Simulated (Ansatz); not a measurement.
# What ScAlSe3 (model cell, started as cubic perovskite with Al in the octahedra) distorts into, part 3 of 3

Which phase does ScAlSe3 (model cell, started as cubic perovskite with Al in the octahedra) fall into along its unstable mode, and how much energy does it gain?

Ansatz 0.2.0; DFT PBE, scalar-relativistic, plane waves, PAW; PAW set soft_1.

So far. Step 5 (Energy along the mode, all amplitudes (two of the runs …): The lowest of the steps tried is the last one, at 0.6 Å, 155 meV/atom below the parent; the bottom of the well need not coincide with a step. Step 7 (The new phase in its own primitive cell): The largest force component left is 0.33 meV/Å and the pressure is -0.003 GPa, within the tolerances set. The cell now holds 26.59 Å³/atom. The relaxed cell has a = 7.012, c = 18.737 Å (conventional setting).

The structure was built from a prototype and need not be the compound's stable phase.

### 8. Modes of the new phase, k-mesh 6×6×6

A relaxed structure may still be a saddle point, so its zone-centre modes are computed. No field response is asked, and the gap on the mesh is small against the smearing.

input.yaml

```yaml
crystal:
  lattice:
    - [3.505933405, 2.0241515951, 6.2456747716]
    - [-3.505933405, 2.0241515951, 6.2456747716]
    - [0.0, -4.0483031902, 6.2456747716]
  atoms:
    - { symbol: Sc, position: [0.6752423116, 0.6752423116, 0.6752423116] }
    - { symbol: Sc, position: [0.3247576884, 0.3247576884, 0.3247576884] }
    - { symbol: Al, position: [0.5, 0.5, 0.5] }
    - { symbol: Al, position: [0.0, 0.0, 0.0] }
    - { symbol: Se, position: [0.2493770171, 0.7400085832, 0.2493770171] }
    - { symbol: Se, position: [0.7506229829, 0.2599914168, 0.7506229829] }
    - { symbol: Se, position: [0.2493770171, 0.2493770171, 0.7400085832] }
    - { symbol: Se, position: [0.7506229829, 0.7506229829, 0.2599914168] }
    - { symbol: Se, position: [0.2599914168, 0.7506229829, 0.7506229829] }
    - { symbol: Se, position: [0.7400085832, 0.2493770171, 0.2493770171] }
kpoints:
  mp_grid: { grid: [6, 6, 6] }
hamiltonian:
  xc: pbe
  pseudopotentials: { kind: paw, azcp: { folder: soft_1 } }
scf:
  occupations: { method: methfessel_paxton, width: 0.2 }
output:
  eigenvalues: true
phonons:
  method: dfpt
```

Command:

```bash
$ ansatz run input.yaml --threads 4 --pin off --max-ram 16384MiB --backend cpu --events-out ev --progress --plain --runs-dir out
```

Numbers of over 12 decimals in the logs are rounded to 6 here.

The program printed:

```text
[...]
Crystal: 10 atoms, lattice volume = 265.936 Å³
Basis set: ecut = 420 eV, 5193 PW (Γ), exchange–correlation on 100×100×100 points (8 copies of the dense FFT grid, shifted against one another)
Bands: 75, of which v1, the nominal top of the filled ones, is band 62 counted from 1 (61 counted from 0)
Symmetry: 12 space group operations
k-points: 112 of 216 (irreducible under 1 space group operation, time reversal used)
[...]
SCF iter   1: F=—  HF=-38176.455538 eV  |F-HF|=—  |Δ(HF+E_count)|=         —  Δρ=1.33e-1  dr2=1.24e2  ethr=3.10e-3  ⟨swp⟩=6.5  Hψ=31537  notcnv=0
[...]
SCF iter  19: F=-38168.742639 eV  HF=-38168.742639 eV  |F-HF|=7.28e-12  |Δ(HF+E_count)|=  1.46e-11  S|Δr|=    0.00e0  Δρ=2.13e-8  dr2=1.33e-12  ethr=1.00e-12  ⟨swp⟩=5.0  Hψ=31570  notcnv=0
SCF 1 converged in 19 iterations: F = -38168.742639 eV  dr2 = 1.33e-12
[...]
DFPT response loops at Γ: preconditioner auto → Kerker (q_TF=auto, 2.403 Å⁻¹) (partly filled bands, converged f_vac=0.133); β = 1.00, the filter's whole step (`scf.mixing.beta` (0.50) is not read by the response loops under this deck's `scf.mixing.preconditioner`; to damp them name `kerker` or `kerker_dos`, under which they read `scf.mixing.beta`, and type it under 1.00, their step now; both keys bind the ground state too); Broyden in place of MSR1
SCF converged after 19 iterations
[...]
Free energy (F): -38168.742639 eV
[...]
Internal energy: -38168.747857 eV  (E = F + TS)
E sigma→0 (E₀):  -38168.743943 eV
Entropy (-TS):   0.005218 eV (0.522 meV/atom)
Fermi energy:    6.392082 eV
[...]
--- Band table (eV; the first three rows and the last of 112) ---
  k-point 0: bands = [... 58 lower, 5.3877, 5.6261, 5.6261, 5.7156, 6.8175, 7.2989, 7.5262, 7.5262, ... 9 higher]
  k-point 1: bands = [... 58 lower, 5.4175, 5.4495, 5.7390, 5.8451, 6.5945, 7.3386, 7.5364, 7.7478, ... 9 higher]
  k-point 2: bands = [... 58 lower, 5.1458, 5.4046, 5.8635, 6.2645, 6.5903, 7.3871, 7.6083, 7.9327, ... 9 higher]
  k-point 111: bands = [... 58 lower, 5.5109, 5.5109, 6.0053, 6.2897, 6.4227, 7.3615, 7.4832, 7.4832, ... 9 higher]
--- Phonons (Γ-DFPT): 8 representative perturbations + reference, on 112 of 216 k-points (Σ response iterations 32) ---
  k mesh reduced under 1 symmetry operation, with k and −k counted as one. Each operation leaves every solved perturbation unchanged. A smaller set is not used because it would not reduce the number of displacements times k-points to solve
  ASR residual: 5.062e-5 → 0.000e0 eV/Å²; symmetrization residual: 1.483e-5 eV/Å²
  ASR residual per site (eV/Å²): 4.48e-6 4.48e-6 2.07e-5 3.32e-5 5.06e-5 5.06e-5 5.06e-5 5.06e-5 5.06e-5 5.06e-5
  Γ frequencies (cm⁻¹): -147.95 -102.47 -102.47 -88.23 -88.23 -83.33 -4.48 -4.48 0.00 0.00 0.00 83.20 86.54 91.80 91.80 113.05 113.05 182.16 182.16 195.29 195.29 208.06 208.06 213.65 223.25 259.95 264.40 276.76 276.76 319.59
  non-analytic LO–TO correction: not included (Born effective charges unavailable; polar crystals: no LO–TO splitting at Γ)
```

Wall time 12 min (4 threads of Arm Neoverse V2, shared host); peak memory 6.5 GiB; 46 min of CPU time.

This step gave:

```
sum-rule residual before enforcement                    : 5.06e-5 eV/Å²
point group                                             : -3m
highest optical mode at the zone centre (no LO-TO term) : 319.6 cm⁻¹
lowest optical zone-centre mode                         : -147.9 cm⁻¹
```

Patterns of degenerate modes are one choice out of their space. Modes at Γ, with each element's share of the kinetic energy (negative means imaginary):

```
mode  frequency (cm⁻¹)  symmetry  Sc %  Al %  Se %
   1            -147.9       A2g     0     0   100
   2            -102.5        Eg    30     0    70
   3            -102.5        Eg    30     0    70
   4             -88.2        Eu    40     1    58
   5             -88.2        Eu    40     1    58
   6             -83.3       A1u     0     0   100
   7              -4.5        Eu     3    47    50
   8              -4.5        Eu     3    47    50
   9               0.0  acoustic    15     9    77
  10               0.0  acoustic    15     9    77
  11               0.0  acoustic    15     9    77
  12              83.2       A1g    40     0    60
  13              86.5       A2u    19    36    45
  14              91.8        Eg    10     0    90
  15              91.8        Eg    10     0    90
  16             113.0        Eg     9     0    91
  17             113.0        Eg     9     0    91
  18             182.2        Eu    32    13    55
  19             182.2        Eu    32    13    55
  20             195.3        Eg    51     0    49
  21             195.3        Eg    51     0    49
  22             208.1        Eu     1    43    55
  23             208.1        Eu     1    43    55
  24             213.7       A1g    10     0    90
  25             223.2       A2u    29    50    21
  26             259.9       A1g    50     0    50
  27             264.4       A2u    11    39    50
  28             276.8        Eu     9    87     4
  29             276.8        Eu     9    87     4
  30             319.6       A2u    27    66     7
```

Displacements in mode 1 (-147.9 cm⁻¹), the largest set to 1:
```
Sc1  0.00  0.00  0.00
Sc2  0.00  0.00  0.00
Al3  0.00  0.00  0.00
Al4  0.00  0.00  0.00
Se5  0.50  0.87  0.00
Se6 -0.50 -0.87  0.00
Se7 -1.00  0.00  0.00
Se8  1.00  0.00  0.00
Se9 -0.50  0.87  0.00
Se10 0.50 -0.87  0.00
```

Displacements in mode 13 (86.5 cm⁻¹), the largest set to 1:
```
Sc1  0.00  0.00 -0.43
Sc2  0.00  0.00 -0.43
Al3  0.00  0.00  0.44
Al4  0.00  0.00  1.00
Se5  0.25 -0.15  0.00
Se6  0.25 -0.15  0.00
Se7  0.00  0.29  0.00
Se8  0.00  0.29  0.00
Se9 -0.25 -0.15  0.00
Se10-0.25 -0.15  0.00
```

Before it was imposed, the acoustic sum rule was missed by 5.1e-5 eV/Å². Small misses are needed for a sound result but don't prove that mesh and cutoff are converged. The lowest optical mode is imaginary, 147.9i cm⁻¹, so the energy falls along it.

### 9. Summary of results

```
unstable mode of the parent                                                      : q = (-0.5, -0.5, -0.5), 183i cm⁻¹
depth at the lowest point sampled                                                : 155 meV/atom
largest atomic shift at that point                                               : 0.6 Å
space group reached (within 0.01 Å)                                              : R-3m
energy gained over the parent (first relaxation, on the mesh of the frozen mode) : 290 meV/atom
volume per atom, phase reached                                                   : 26.6 Å³
gap on the k-mesh, phase reached                                                 : 0.0563 eV
lowest optical zone-centre mode, phase reached                                   : -148 cm⁻¹
highest optical mode at the zone centre (no LO-TO term), phase reached           : 320 cm⁻¹
```

In words: Along this mode the structure falls into R-3m, 290 meV/atom below the parent. At the parent's cell the well is 154.6 meV/atom deep on the steps tried, with its lowest point at a shift of 0.6 Å. That is the last step tried, so the steps alone don't bracket the bottom of the well. Relaxing atoms and cell changes the gain by +135.19 meV/atom against the lowest step (energies at zero smearing). The new phase still has an imaginary mode at the zone centre of its cell, so it is a saddle point on the way to a lower structure. Of the 6 patterns followed to their end from this parent, this one ends 380 meV/atom above the lowest, Amm2. Another end point lies within 1 meV/atom; how such a difference moves with mesh and cutoff was not tested. Each path keeps the symmetry of its pattern, so a lower phase may lie along a pattern not tried. With no gap, or one that is small against the smearing, the frequencies hang on the k mesh and the smearing, most of all near Kohn anomalies. The starting cell was built on a prototype and not taken from a measurement, so the phase need not exist.

[Logs are printed without paths, hosts, clocks, repeated set-up lines and the standing remarks that a program may print on its own settings, such as how far it seeks lower states.]

[Hosts, paths, dates, database ids (printed as entryN), source tags and the programs' standing remarks are cut or masked in the printed files.]
